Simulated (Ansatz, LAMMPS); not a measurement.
# Glassy 63GeO2-37Al2O3 (mol %) (112 atoms): where an added charge goes

Aim: add and remove one electron in glassy 63GeO2-37Al2O3 (mol %) (112 atoms), with atoms held and relaxed, and read trapping energy and localisation.

Method: Kohn-Sham DFT, revPBE, PAW (set soft_2), plane waves, in Ansatz 0.2.0.

## 1. Starting point

The cell holds 112 atoms: 19 Ge, 22 Al and 71 O. Cell: a = 11.360 Å, b = 11.360 Å, c = 11.360 Å, α = 90.0°, β = 90.0°, γ = 90.0°. 112 atoms (19 Ge, 22 Al, 71 O) placed at random at 3.4 g/cm³, melted at 4000 K for 10 ps at fixed volume with the Morse and Coulomb pair potential with partial charges (Pedone, Malavasi, Menziani, Cormack and Segre, J. Phys. Chem. B 110, 11780 (2006)). Quenched from 4000 K to 300 K at 20 K/ps and fixed volume, held 10 ps at zero pressure.

What the set-up can't give: The quench rate of 20 K/ps far exceeds what a furnace or splat quench reaches, so expect more defects and frozen-in strain than in a real sample. The starting topology of bonds comes from the classical model, and needn't be the one that DFT or experiment would give. Only the Γ point is sampled, in a cell whose shortest periodic width is 11 Å.

## 2. Single point at the start

The forces at the start show how far the geometry lies from a minimum of this functional.

input.yaml

```yaml
crystal:
  lattice:
    - [11.36008, 0.0, 0.0]
    - [0.0, 11.36008, 0.0]
    - [0.0, 0.0, 11.36008]
  atoms:
    - { symbol: Ge, position: [0.0668, 0.18658, 0.19061] }
    - { symbol: Ge, position: [0.09323, 0.7839, 0.04054] }
    - { symbol: Ge, position: [0.64836, 0.14327, 0.68842] }
    - { symbol: Ge, position: [0.50941, 0.54449, 0.09491] }
    - { symbol: Ge, position: [0.22884, 0.52687, 0.01369] }
    - { symbol: Ge, position: [0.12633, 0.46889, 0.3038] }
    - { symbol: Ge, position: [0.50979, 0.64179, 0.4777] }
    - { symbol: Ge, position: [0.65829, 0.70799, 0.23302] }
    - { symbol: Ge, position: [0.3449, 0.18028, 0.84277] }
    - { symbol: Ge, position: [0.69174, 0.92903, 0.48359] }
    - { symbol: Ge, position: [0.45515, 0.73535, 0.7582] }
    - { symbol: Ge, position: [0.94556, 0.9739, 0.37126] }
    - { symbol: Ge, position: [0.61554, 0.24086, 0.23647] }
    - { symbol: Ge, position: [0.16506, 0.80132, 0.69629] }
    - { symbol: Ge, position: [0.43001, 0.41118, 0.35288] }
    - { symbol: Ge, position: [0.61876, 0.93969, 0.89758] }
    - { symbol: Ge, position: [0.86128, 0.12855, 0.98447] }
    - { symbol: Ge, position: [0.2649, 0.98314, 0.18529] }
    - { symbol: Ge, position: [0.93508, 0.48376, 0.5164] }
    - { symbol: Al, position: [0.74006, 0.38925, 0.99513] }
    - { symbol: Al, position: [0.47636, 0.08721, 0.05955] }
    - { symbol: Al, position: [0.08148, 0.29022, 0.76003] }
    - { symbol: Al, position: [0.09265, 0.06414, 0.61752] }
    - { symbol: Al, position: [0.84172, 0.35635, 0.75739] }
    - { symbol: Al, position: [0.36624, 0.14576, 0.56681] }
    - { symbol: Al, position: [0.49694, 0.02132, 0.33542] }
    - { symbol: Al, position: [0.88016, 0.58985, 0.08867] }
    - { symbol: Al, position: [0.81386, 0.74001, 0.85258] }
    - { symbol: Al, position: [0.20204, 0.94102, 0.46498] }
    - { symbol: Al, position: [0.00592, 0.69361, 0.29352] }
    - { symbol: Al, position: [0.84762, 0.72358, 0.62197] }
    - { symbol: Al, position: [0.65735, 0.54145, 0.7841] }
    - { symbol: Al, position: [0.20928, 0.41117, 0.54182] }
    - { symbol: Al, position: [0.43007, 0.45806, 0.85494] }
    - { symbol: Al, position: [0.97093, 0.9385, 0.81713] }
    - { symbol: Al, position: [0.00258, 0.35789, 0.99786] }
    - { symbol: Al, position: [0.2354, 0.67946, 0.45836] }
    - { symbol: Al, position: [0.19085, 0.55546, 0.71754] }
    - { symbol: Al, position: [0.82404, 0.44752, 0.27085] }
    - { symbol: Al, position: [0.70977, 0.98561, 0.16679] }
    - { symbol: Al, position: [0.4842, 0.37565, 0.6113] }
    - { symbol: O, position: [0.89925, 0.82394, 0.73646] }
    - { symbol: O, position: [0.57088, 0.90881, 0.39454] }
    - { symbol: O, position: [0.75073, 0.80433, 0.53956] }
    - { symbol: O, position: [0.91583, 0.05629, 0.86167] }
    - { symbol: O, position: [0.60205, 0.98839, 0.04165] }
    - { symbol: O, position: [0.93218, 0.63575, 0.53259] }
    - { symbol: O, position: [0.97348, 0.52171, 0.26899] }
    - { symbol: O, position: [0.10272, 0.6686, 0.7297] }
    - { symbol: O, position: [0.50431, 0.68746, 0.61667] }
    - { symbol: O, position: [0.84321, 0.64444, 0.96126] }
    - { symbol: O, position: [0.55985, 0.68225, 0.12656] }
    - { symbol: O, position: [0.33254, 0.3111, 0.57025] }
    - { symbol: O, position: [0.24401, 0.57292, 0.57214] }
    - { symbol: O, position: [0.61978, 0.46374, 0.03669] }
    - { symbol: O, position: [0.6287, 0.06875, 0.82396] }
    - { symbol: O, position: [0.98883, 0.08683, 0.2805] }
    - { symbol: O, position: [0.88744, 0.4358, 0.06379] }
    - { symbol: O, position: [0.30697, 0.52514, 0.80735] }
    - { symbol: O, position: [0.9613, 0.32777, 0.84952] }
    - { symbol: O, position: [0.13608, 0.65154, 0.36056] }
    - { symbol: O, position: [0.30706, 0.77491, 0.74469] }
    - { symbol: O, position: [0.76614, 0.24098, 0.9845] }
    - { symbol: O, position: [0.37183, 0.08882, 0.96028] }
    - { symbol: O, position: [0.38524, 0.11322, 0.71392] }
    - { symbol: O, position: [0.38163, 0.6928, 0.41965] }
    - { symbol: O, position: [0.48337, 0.47727, 0.4851] }
    - { symbol: O, position: [0.73395, 0.33268, 0.22722] }
    - { symbol: O, position: [0.04005, 0.99679, 0.4886] }
    - { symbol: O, position: [0.80607, 0.99733, 0.41396] }
    - { symbol: O, position: [0.98647, 0.20824, 0.05896] }
    - { symbol: O, position: [0.83082, 0.44394, 0.41547] }
    - { symbol: O, position: [0.76929, 0.59849, 0.20165] }
    - { symbol: O, position: [0.4306, 0.09128, 0.4408] }
    - { symbol: O, position: [0.13758, 0.41834, 0.69009] }
    - { symbol: O, position: [0.71032, 0.84632, 0.22126] }
    - { symbol: O, position: [0.41778, 0.30923, 0.85561] }
    - { symbol: O, position: [0.76898, 0.22948, 0.71124] }
    [... 28 atom lines left out ...]
    - { symbol: O, position: [0.20316, 0.22229, 0.83057] }
    - { symbol: O, position: [0.61337, 0.66179, 0.37205] }
    - { symbol: O, position: [0.52879, 0.63111, 0.84581] }
    - { symbol: O, position: [0.82701, 0.041, 0.10062] }
    - { symbol: O, position: [0.10214, 0.94738, 0.72173] }
    - { symbol: O, position: [0.97036, 0.83323, 0.32789] }
kpoints:
  mp_grid: { grid: [1, 1, 1] }
hamiltonian:
  xc: revpbe
scf:
  occupations: { method: fermi_dirac, width: 0.05 }
output:
  forces: true
```

Started as:

```
ansatz run input.yaml --threads 4 --pin off --max-ram 8192MiB --backend cpu --events-out ev --progress --plain --runs-dir out
```

The log of the run:

```text
Engine: ansatz 0.2.0, aarch64-unknown-linux-gnu
Pseudopotentials: kind: paw
Pseudopotential: Ge, paw, valence charge 14, recommended cutoff 420 eV (normal), Ge.paw.azcp
Pseudopotential: Al, paw, valence charge 3, recommended cutoff 420 eV (normal), Al.paw.azcp
Pseudopotential: O, paw, valence charge 6, recommended cutoff 420 eV (normal), O.paw.azcp
Functional definition: revPBE
  parameter kappa = 1.245
  parameter beta = 0.066725
  exchange = pbe_x(kappa = kappa, mu = beta*pi^2/3)
  correlation = pbe_c(beta = beta)
Crystal: 112 atoms, lattice volume = 1466.034 Å³
Basis set: ecut = 420 eV, 28545 PW (Γ), exchange–correlation on 160×160×160 points (8 copies of the dense FFT grid, shifted against one another)
Bands: 491, of which v1, the nominal top of the filled ones, is band 379 counted from 1 (378 counted from 0)
Symmetry: 1 space group operations
Space group: P1 (ITA 1), of the structure as read, at distance tolerance 1.1e-4 Å
k-points: 1
Non-local potential: Ge, projectors of the file, l = 0: 2, l = 1: 2, l = 2: 3, l = 3: 1
Non-local potential: Al, projectors of the file, l = 0: 2, l = 1: 2, l = 2: 1
Non-local potential: O, projectors of the file, l = 0: 2, l = 1: 2, l = 2: 1
PAW form: soft (Blöchl's): semilocal exchange-correlation on the pseudo side does not see the compensation charge
PAW frozen core: Ge, regenerated for the run's functional, and the local potential with it (the file was generated under x = pbe(κ = 0.804, μ = 0.219515), c = pbe(β = 0.066725))
PAW frozen core: Al, regenerated for the run's functional, and the local potential with it (the file was generated under x = pbe(κ = 0.804, μ = 0.219515), c = pbe(β = 0.066725))
PAW frozen core: O, regenerated for the run's functional, and the local potential with it (the file was generated under x = pbe(κ = 0.804, μ = 0.219515), c = pbe(β = 0.066725))
PAW one-centre angular grid: Ge, 590 points (default); XC on 64 Gauss nodes
PAW one-centre angular grid: Al, 110 points (default); XC on 64 Gauss nodes
PAW one-centre angular grid: O, 110 points (default); XC on 64 Gauss nodes
Initial density: superposition of atomic densities (neutral atoms: chi_scale 0, normalization atom), corrected by the library's trained network
Initial wavefunctions: pseudopotential atomic-orbital guess
Functional: x = revpbe(κ = 1.245, μ = 0.219515), c = pbe(β = 0.066725)
SCF iter   1: F=—  HF=-133981.512077 eV  |F-HF|=—  |Δ(HF+E_count)|=         —  Δρ=4.25e-3  dr2=3.16e-1  ethr=1.77e-3  ⟨swp⟩=6.0  Hψ=2027  notcnv=0  defer=28
preconditioner: auto → Resta (q_TF=auto, 2.444 Å⁻¹)  ε∞=2.9  [insulator: Δε(μ)=2.005 eV  Ē_g=19.546 eV  σ=0.050 eV  W_gap=1.00  n_scr=364 (ndim 8)  ℏωp=26.7 eV  f_vac=0.157  D(μ)=0.00/eV (n_scr^D=0)  ε∞_Penn≈2.9]
SCF iter   2: F=—  HF=-133981.475136 eV  |F-HF|=—  |Δ(HF+E_count)|=   3.69e-2  Δρ=2.16e-3  dr2=5.14e-2  ethr=4.17e-5  ⟨swp⟩=2.0  Hψ=854  notcnv=0  defer=107
SCF iter   3: F=—  HF=-133981.476980 eV  |F-HF|=—  |Δ(HF+E_count)|=   1.84e-3  Δρ=8.25e-4  dr2=1.44e-2  ethr=6.78e-6  ⟨swp⟩=2.0  Hψ=598  notcnv=0  defer=56
automatic band count: iteration 3 solves 440 bands in place of 491: the levels show a gap, and the empty bands left out lie too high to hold charge; the band table lists the bands solved (type scf.n_extra_bands for more)
SCF iter   4: F=—  HF=-133981.478070 eV  |F-HF|=—  |Δ(HF+E_count)|=   1.09e-3  Δρ=2.53e-4  dr2=1.03e-3  ethr=1.90e-6  ⟨swp⟩=2.0  Hψ=598  notcnv=0  defer=56
SCF iter   5: F=—  HF=-133981.478435 eV  |F-HF|=—  |Δ(HF+E_count)|=   3.65e-4  Δρ=1.38e-4  dr2=2.52e-4  ethr=1.35e-7  ⟨swp⟩=2.0  Hψ=748  notcnv=0  defer=56
SCF iter   6: F=—  HF=-133981.478554 eV  |F-HF|=—  |Δ(HF+E_count)|=   1.19e-4  Δρ=4.36e-5  dr2=2.62e-5  ethr=3.32e-8  ⟨swp⟩=2.0  Hψ=668  notcnv=0  defer=56
SCF iter   7: F=—  HF=-133981.476175 eV  |F-HF|=—  |Δ(HF+E_count)|=   2.38e-3  Δρ=1.87e-5  dr2=4.96e-6  ethr=3.45e-9  ⟨swp⟩=2.0  Hψ=819  notcnv=0  defer=56
SCF iter   8: F=—  HF=-133981.476182 eV  |F-HF|=—  |Δ(HF+E_count)|=   6.44e-6  Δρ=6.97e-6  dr2=6.77e-7  ethr=6.54e-10  ⟨swp⟩=2.0  Hψ=686  notcnv=0  defer=56
SCF iter   9: F=—  HF=-133981.476183 eV  |F-HF|=—  |Δ(HF+E_count)|=   8.64e-7  Δρ=3.76e-6  dr2=1.77e-7  ethr=8.94e-11  ⟨swp⟩=2.0  Hψ=759  notcnv=0  defer=56
SCF iter  10: F=-133981.476183 eV  HF=-133981.476183 eV  |F-HF|=2.80e-8  |Δ(HF+E_count)|=   7.68e-8  Δρ=9.44e-7  dr2=1.34e-8  ethr=1.32e-11  ⟨swp⟩=4.0  Hψ=1374  notcnv=0
SCF 1 converged in 10 iterations: F = -133981.476183 eV  dr2 = 1.34e-8
  greatest PAW one-centre occupation: 0.999 electrons in one spin orbital (limit 2), on the Ge atom at site 5 (counted from 0), in its partial waves of l = 2
SCF converged after 10 iterations
Free energy (F): -133981.476183 eV
Harris-Foulkes:  -133981.476183 eV  (|F-HF|=2.80e-8)
Internal energy: -133981.476183 eV  (E = F + TS)
E sigma→0 (E₀):  -133981.476183 eV
Entropy (-TS):   -0.000000 eV (-0.000 meV/atom)
Fermi energy:    5.876041 eV
--- Per-component energies (eV) ---
  E_band       = -5238.369886
  E_kinetic    = 15332.545118
  E_local      = -94059.970667  (includes V_loc(G=0)·N_el)
  E_nonlocal   = 11699.393701
  E_hartree    = 39578.910076
  E_xc         = -7590.969246
  E_vxc        = -8584.297749  (∫ρ·V_xc dr)
  E_paw        = -60261.012175  (= ΣΔE_a)
  E_vpaw       = -8784.040134  (= ΣTr[D̂ρ^β])
  E_aug_tail   = 0.185494  (compensation charges beyond the density's cutoff)
  E_ewald      = -38676.663508
  E_core_change = -3.894975  (= ΣΔE_core)
  E_smearing   = -0.000000  (= −TS)
  E_closure    = -0.000000  (closes the sum)
  Σ components = -133981.476183   (vs F -133981.476183, Δ=0.00e0)
--- Forces (eV/Å), atoms counted from 1 ---
  atom   1  Ge    -1.94854326    -1.94001473     1.74132297
  atom   2  Ge    -1.20388312    -1.29346132    -1.08486287
  atom   3  Ge     0.30508532    -0.49875695    -0.37559635
  atom   4  Ge    -0.72890909    -0.88579611     1.37690164
  atom   5  Ge    -1.78086534     1.40755780     2.05647903
  atom   6  Ge     0.35310163    -0.18286834    -2.22317134
  atom   7  Ge    -1.60334182     0.06366119    -1.35872875
  atom   8  Ge     1.44765689     0.15768170     2.03332253
  atom   9  Ge    -0.56710770    -0.38632808    -0.92106813
  atom  10  Ge    -0.37418446    -1.22791416     0.07566549
  atom  11  Ge     0.71767794     0.97658395     0.40207529
  atom  12  Ge     0.57377195     0.20439476    -0.36396206
  atom  13  Ge     0.09341712    -0.03569877    -3.30571236
  atom  14  Ge     0.01817689     0.53299649     0.57461725
[...]
atom 111  O      0.01179105    -0.89472238     0.73192980
  atom 112  O     -0.08552799    -0.62229705    -0.13444576
  max |Σ_I F_I| component: 2.13e-4 eV/Å
```

Elapsed: 21 s, on 4 threads of Arm Neoverse V1, shared host; peak memory 2.2 GiB; 81 s of CPU time.

The r.m.s. force at the start is 1.2 eV/Å.

## 3. Relaxation

With the cell held, the atoms are moved downhill towards a nearby minimum.

input.yaml

```yaml
crystal:
  lattice:
    - [11.36008, 0.0, 0.0]
    - [0.0, 11.36008, 0.0]
    - [0.0, 0.0, 11.36008]
  atoms:
    [... the 112 atom lines of step 2 ...]
kpoints:
  mp_grid: { grid: [1, 1, 1] }
hamiltonian:
  xc: revpbe
scf:
  occupations: { method: fermi_dirac, width: 0.05 }
output:
  forces: true
relax:
  f_tol: 0.05
  max_steps: 120
```

The log of the run:

```text
[...]
Crystal: 112 atoms, lattice volume = 1466.034 Å³
Basis set: ecut = 420 eV, 28545 PW (Γ), exchange–correlation on 160×160×160 points (8 copies of the dense FFT grid, shifted against one another)
Bands: 491, of which v1, the nominal top of the filled ones, is band 379 counted from 1 (378 counted from 0)
Symmetry: 1 space group operations
[...]
k-points: 1
[...]
SCF iter   1: F=—  HF=-133981.512077 eV  |F-HF|=—  |Δ(HF+E_count)|=         —  Δρ=4.25e-3  dr2=3.16e-1  ethr=1.77e-3  ⟨swp⟩=6.0  Hψ=2027  notcnv=0  defer=28
[...]
SCF iter   7: F=-133981.476180 eV  HF=-133981.476175 eV  |F-HF|=4.74e-6  |Δ(HF+E_count)|=   1.81e-5  Δρ=1.78e-5  dr2=4.77e-6  ethr=3.44e-9  ⟨swp⟩=3.0  Hψ=1224  notcnv=0
SCF 1 converged in 7 iterations: F = -133981.476180 eV  dr2 = 4.77e-6
[...]
relax step   1: F+E_penalty+E_count = -133981.47618015 eV  Δ(F+E_penalty+E_count) = +0.000e0 eV  max|allowed force component| = 5.210e0 eV/Å  Δτ_max = 0.0000 Å  (7 SCF iters, dr2 threshold 6.25e-5 eV, accepted)
[...]
relax step   2: F+E_penalty+E_count = -133987.61430483 eV  Δ(F+E_penalty+E_count) = -6.138e0 eV  max|allowed force component| = 2.928e0 eV/Å  Δτ_max = 0.1791 Å  (8 SCF iters, dr2 threshold 1.00e-4 eV, accepted)
[...]
relax step   3: F+E_penalty+E_count = -133991.57077127 eV  Δ(F+E_penalty+E_count) = -3.956e0 eV  max|allowed force component| = 5.767e-1 eV/Å  Δτ_max = 0.1954 Å  (8 SCF iters, dr2 threshold 1.00e-4 eV, accepted)
relax step   4: F+E_penalty+E_count = -133992.52343171 eV  Δ(F+E_penalty+E_count) = -9.527e-1 eV  max|allowed force component| = 4.896e-1 eV/Å  Δτ_max = 0.2000 Å  (7 SCF iters, dr2 threshold 2.08e-5 eV, accepted)
relax step   5: F+E_penalty+E_count = -133993.14636562 eV  Δ(F+E_penalty+E_count) = -6.229e-1 eV  max|allowed force component| = 3.122e-1 eV/Å  Δτ_max = 0.2000 Å  (8 SCF iters, dr2 threshold 1.50e-5 eV, accepted)
relax step   6: F+E_penalty+E_count = -133993.44942760 eV  Δ(F+E_penalty+E_count) = -3.031e-1 eV  max|allowed force component| = 2.754e-1 eV/Å  Δτ_max = 0.2000 Å  (7 SCF iters, dr2 threshold 3.96e-5 eV, accepted)
relax step   7: F+E_penalty+E_count = -133993.64579487 eV  Δ(F+E_penalty+E_count) = -1.964e-1 eV  max|allowed force component| = 2.285e-1 eV/Å  Δτ_max = 0.1950 Å  (7 SCF iters, dr2 threshold 3.08e-5 eV, accepted)
relax step   8: F+E_penalty+E_count = -133993.91759537 eV  Δ(F+E_penalty+E_count) = -2.718e-1 eV  max|allowed force component| = 4.591e-1 eV/Å  Δτ_max = 0.2000 Å  (8 SCF iters, dr2 threshold 3.59e-5 eV, accepted)
relax step   9: F+E_penalty+E_count = -133994.14053364 eV  Δ(F+E_penalty+E_count) = -2.229e-1 eV  max|allowed force component| = 6.765e-1 eV/Å  Δτ_max = 0.1912 Å  (7 SCF iters, dr2 threshold 1.00e-4 eV, accepted)
relax step  10: F+E_penalty+E_count = -133994.39449231 eV  Δ(F+E_penalty+E_count) = -2.540e-1 eV  max|allowed force component| = 2.686e-1 eV/Å  Δτ_max = 0.2000 Å  (6 SCF iters, dr2 threshold 1.00e-4 eV, accepted)
relax step  11: F+E_penalty+E_count = -133994.39820321 eV  Δ(F+E_penalty+E_count) = -3.711e-3 eV  max|allowed force component| = 1.093e0 eV/Å  Δτ_max = 0.1942 Å  (8 SCF iters, dr2 threshold 1.14e-5 eV, accepted)
relax step  12: F+E_penalty+E_count = -133994.54767702 eV  Δ(F+E_penalty+E_count) = -1.495e-1 eV  max|allowed force component| = 3.848e-1 eV/Å  Δτ_max = 0.2000 Å  (6 SCF iters, dr2 threshold 1.00e-4 eV, accepted)
relax step  13: F+E_penalty+E_count = -133994.61766592 eV  Δ(F+E_penalty+E_count) = -6.999e-2 eV  max|allowed force component| = 2.740e-1 eV/Å  Δτ_max = 0.2000 Å  (7 SCF iters, dr2 threshold 1.84e-5 eV, accepted)
relax step  14: F+E_penalty+E_count = -133994.67977043 eV  Δ(F+E_penalty+E_count) = -6.210e-2 eV  max|allowed force component| = 4.990e-1 eV/Å  Δτ_max = 0.1960 Å  (8 SCF iters, dr2 threshold 9.31e-6 eV, accepted)
relax step  15: F+E_penalty+E_count = -133994.79706498 eV  Δ(F+E_penalty+E_count) = -1.173e-1 eV  max|allowed force component| = 4.564e-1 eV/Å  Δτ_max = 0.1140 Å  (6 SCF iters, dr2 threshold 1.00e-4 eV, accepted)
relax step  16: F+E_penalty+E_count = -133995.01580687 eV  Δ(F+E_penalty+E_count) = -2.187e-1 eV  max|allowed force component| = 1.556e-1 eV/Å  Δτ_max = 0.2000 Å  (6 SCF iters, dr2 threshold 1.00e-4 eV, accepted)
relax step  17: F+E_penalty+E_count = -133995.11074205 eV  Δ(F+E_penalty+E_count) = -9.494e-2 eV  max|allowed force component| = 1.129e-1 eV/Å  Δτ_max = 0.2000 Å  (8 SCF iters, dr2 threshold 2.81e-6 eV, accepted)
relax step  18: F+E_penalty+E_count = -133995.13884724 eV  Δ(F+E_penalty+E_count) = -2.811e-2 eV  max|allowed force component| = 3.487e-1 eV/Å  Δτ_max = 0.1941 Å  (10 SCF iters, accepted)
relax step  19: F+E_penalty+E_count = -133995.18569543 eV  Δ(F+E_penalty+E_count) = -4.685e-2 eV  max|allowed force component| = 1.843e-1 eV/Å  Δτ_max = 0.2000 Å  (6 SCF iters, dr2 threshold 6.40e-5 eV, accepted)
relax step  20: F+E_penalty+E_count = -133995.19989369 eV  Δ(F+E_penalty+E_count) = -1.420e-2 eV  max|allowed force component| = 6.837e-2 eV/Å  Δτ_max = 0.0563 Å  (6 SCF iters, dr2 threshold 9.49e-6 eV, accepted)
relax step  21: F+E_penalty+E_count = -133995.20276236 eV  Δ(F+E_penalty+E_count) = -2.869e-3 eV  max|allowed force component| = 5.429e-2 eV/Å  Δτ_max = 0.0413 Å  (9 SCF iters, accepted)
[...]
relax step  22: F+E_penalty+E_count = -133995.20359163 eV  Δ(F+E_penalty+E_count) = -8.293e-4 eV  max|allowed force component| = 3.728e-2 eV/Å  Δτ_max = 0.0384 Å  (8 SCF iters, accepted)
SCF converged after 8 iterations
Free energy (F): -133995.203592 eV
[...]
Internal energy: -133995.203592 eV  (E = F + TS)
E sigma→0 (E₀):  -133995.203592 eV
Fermi energy:    5.551837 eV
[...]
--- Forces (eV/Å), atoms counted from 1 ---
  atom   1  Ge     0.00335829     0.00567104    -0.00860850
  atom   2  Ge    -0.01031419    -0.00732664     0.00293374
  atom   3  Ge    -0.00074561    -0.00758187     0.01485217
  atom   4  Ge    -0.00934900    -0.00603585     0.00588773
  atom   5  Ge    -0.00640002    -0.00226815    -0.01416610
  atom   6  Ge    -0.00705470    -0.00190070     0.00499021
  atom   7  Ge     0.00694180     0.00405672    -0.00171038
  atom   8  Ge     0.01023529     0.00052314    -0.00710565
  atom   9  Ge    -0.00129621     0.00093647     0.02314725
  atom  10  Ge     0.00891257    -0.01268759     0.02873362
  atom  11  Ge    -0.01490469    -0.01431503    -0.00562051
  atom  12  Ge     0.01185336    -0.00540977     0.01114006
  atom  13  Ge     0.01234005     0.00278105     0.00508967
  atom  14  Ge    -0.00108108    -0.02493944    -0.00672859
[...]
atom 111  O     -0.00732144     0.00812767     0.00105679
  atom 112  O      0.00133312     0.01178713    -0.00436132
  max |Σ_I F_I| component: 3.06e-4 eV/Å
--- Relaxed structure (22 steps of the walk, 22 accepted, 0 SCFs on fresh bases) ---
  F+E_penalty+E_count = -133995.20359163 eV   max|allowed force component| = 3.728e-2 eV/Å
  atoms:
    - { symbol: Ge, position: [0.070348, 0.192536, 0.205916] }
    - { symbol: Ge, position: [0.084727, 0.786588, 0.039296] }
    - { symbol: Ge, position: [0.653504, 0.136063, 0.675848] }
    - { symbol: Ge, position: [0.493547, 0.519246, 0.110693] }
[...]
- { symbol: O, position: [0.977928, 0.833979, 0.329793] }
```

The job ended after 6.4 min (4 threads; peak memory 2.2 GiB).

The relaxation converged after 22 steps, 13.7 eV below its start, with a largest force component of 0.037 eV/Å.

[end of part 1 of 4]

[Long decimals in the printed logs are rounded to 6 places.]

[Logs are printed without paths, hosts, clocks, repeated set-up lines and the standing remarks that a program may print on its own settings, such as how far it seeks lower states.]

[Hosts, paths, dates, database ids (printed as entryN), source tags and the programs' standing remarks are cut or masked in the printed files.]
